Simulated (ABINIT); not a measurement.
An input for ABINIT 10.8.3 (KF (Carobbiite)):

```
acell 3*1.0 Angstrom
rprim 
  -0.000000000000 2.671850000000 2.671850000000
  2.671850000000 -0.000000000000 2.671850000000
  2.671850000000 2.671850000000 0.000000000000
ntypat 2
znucl 19 9
natom 2
typat 1 2
xred 
  0.000000000000 0.000000000000 0.000000000000
  0.500000000000 0.500000000000 0.500000000000
pp_dirpath "pseudos"
pseudos "K.upf, F.upf"
ecut 36
ngkpt 4 4 4
nshiftk 1
shiftk 0 0 0
kptopt 1
chksymbreak 0
irdden 1
istwfk *1
nband 102
prtvol 0
optdriver 6
gwr_task "HDIAGO"
paral_kgb 0
occopt 1
indata_prefix "in"
outdata_prefix "out"
tmpdata_prefix "tmp"
```

```sh
OMP_NUM_THREADS=1 mpirun -n 4 abinit run.abi > log
```

Question: Estimate wall time and host memory on 4 MPI ranks of Arm Neoverse V1, shared host.

It took 31 s; on shared hardware allow 15 s to 61 s. Peak host memory was 1.8 GiB.

[Paths, hosts, dates, memory and timing lines, banners, echoed tables and standing remarks are left out of the program output.]

[Logs are printed without paths, hosts, clocks, repeated set-up lines and the standing remarks that a program may print on its own settings, such as how far it seeks lower states.]

[Runs of the session that timed out or met a known fault of the program may be left out.]

[Hosts, paths, dates, database ids (printed as entryN), source tags and the programs' standing remarks are cut or masked in the printed files.]

[G0W0 gaps are taken among the corrected bands and points alone; a level outside them can change the order at an edge.]

[Where Ansatz stands beside ABINIT at settings called matched, ABINIT's density can come from a denser mesh and the files from another edition; pairs whose starting gaps differed by over 0.03 eV were left out, so agreement reads better than it is.]
